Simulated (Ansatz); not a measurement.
# Tunnelling from Mg(0001) to Mg(0001): the current at the widest gap

Three vacuum gaps between Mg(0001) and Mg(0001) are known. What current density flows at 0.25 V across 6.5 Å?

How it was computed: Ansatz 0.2.0, plane waves with PAW datasets, LDA; a slab with two metal leads whose outer parts are reservoirs, with density and current solved under bias (Landauer, 300 K). The gap is counted from plane to plane of nuclei, and atoms stay on ideal sites.

The runs, with one result withheld:

```
gap (Å)  drop between the leads' cuts at 0.25 V (V)  current density at 0.25 V (A/m²)
    3.5                                      0.0875                         1.38×10¹⁴
    4.5                                       0.201                         4.78×10¹³
    5.5                                       0.238                         1.16×10¹³
    6.5                                       0.247                                 ?
```

Worked fit:

Tunnelling falls as exp(−βd). From 3.5 to 4.5 Å, β = ln(1.38×10¹⁴/4.78×10¹³)/1 = 1.06 Å⁻¹, and from 4.5 to 5.5 Å it is 1.41 Å⁻¹; the slope still steepens as the gap leaves contact, so the wider pair is taken. Then 1.16×10¹³ × exp(−1.41 × 1). Predicted: 2.82×10¹² A/m².

What the run gave:

2.34×10¹² A/m², so the prediction is 20 % too high. The last step has β = 1.60 Å⁻¹, an apparent barrier ħ²β²/8m of 2.4 eV: the decay of this current is still steepening. The conductances at 0 V give β = 1.44 and 1.63 Å⁻¹ for the last two steps.

Caveats: On every other k-point the currents of these runs, at any bias, move by up to 16 %. A semilocal functional lacks the image potential's tail.

[Logs are printed without paths, hosts, clocks, repeated set-up lines and the standing remarks that a program may print on its own settings, such as how far it seeks lower states.]
